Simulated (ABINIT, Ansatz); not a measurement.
```cif
data_yscb2o6
_symmetry_space_group_name_H-M 'R-3:H'
_symmetry_Int_Tables_number 148
_cell_length_a 4.9105
_cell_length_b 4.9105
_cell_length_c 16.1191
_cell_angle_alpha 90.000
_cell_angle_beta 90.000
_cell_angle_gamma 120.000
_cell_volume 336.61
loop_
_atom_site_label
_atom_site_type_symbol
_atom_site_symmetry_multiplicity
_atom_site_Wyckoff_symbol
_atom_site_fract_x
_atom_site_fract_y
_atom_site_fract_z
_atom_site_occupancy
Y1 Y 3 b 0.33333 0.66667 0.16667 1
Sc1 Sc 3 a 0.00000 0.00000 0.00000 1
B1 B 6 c 0.66667 0.33333 0.07833 1
O1 O 18 f 0.93878 0.31322 0.07968 1
_calc_subject 'How the form of the self-energy moves the gap of YScB2O6 (R-3)'
_calc_method 'RPA screening on LDA, plane waves, norm-conserving pseudopotentials (and 3 further levels or steps)'
_calc_program 'ABINIT 10.8.3'
_calc_settings 'cutoff 36 Ha, PseudoDojo scalar-relativistic 0.4.1 standard, norm-conserving, ngkpt (2, 2, 2), nband 106, ecuteps 4.2 Ha, gwcalctyp 2, nfreqre 16, nfreqim 8, inclvkb 2, freqremax 40 eV, spmeth 1, nomegasf 120, shiftk (0, 0, 0), symchi 1, awtr 1, frequency cd, 2×2×2 k-mesh'
_calc_cost '8 runs, 4.4 min in all on 4 MPI ranks of Arm Neoverse V1, shared host'
_calc_notes 'The program’s warnings: Min real frequency set to default [Ha] =. The cell and positions are those that the Materials Project relaxed with its own functionals (PBE, PBE+U or r2SCAN), kept fixed. Limits: no spin-orbit coupling. The 2×2×2 mesh is coarse for this cell, which bears on the long-range parts of exchange and screening.'
_calc_g0w0_godby_needs_plasmon_pole '7.537 eV'
_calc_g0w0_hybertsen_louie_plasmon_pole '8.142 eV'
_calc_g0w0_engel_farid_plasmon_pole '7.635 eV'
_calc_one_shot_hartree_fock '17.185 eV'
_calc_g0w0_contour_deformation '7.487 eV'
_calc_known_limits 'short of the basis limit; no spin-orbit coupling; coarse k mesh'
```

[Long decimals in the printed logs are rounded to 6 places.]

[Logs are printed without paths, hosts, clocks, repeated set-up lines and the standing remarks that a program may print on its own settings, such as how far it seeks lower states.]

[Paths, hosts, dates, memory and timing lines, banners, echoed tables and standing remarks are left out of the program output; an Ansatz launch command may be rebuilt from the run's recorded settings. Measured values are a selection of at most five: reports struck by readers or far from the other reports are left out. None is set beside runs whose start may be inverted or whose files or cutoffs have a known fault.]

[Runs of the session that timed out or met a known fault of the program may be left out.]

[Hosts, paths, dates, database ids (printed as entryN), source tags and the programs' standing remarks are cut or masked in the printed files.]

[G0W0 gaps are taken among the corrected bands and points alone; a level outside them can change the order at an edge.]

[Where Ansatz stands beside ABINIT at settings called matched, ABINIT's density can come from a denser mesh and the files from another edition; pairs whose starting gaps differed by over 0.03 eV were left out, so agreement reads better than it is.]
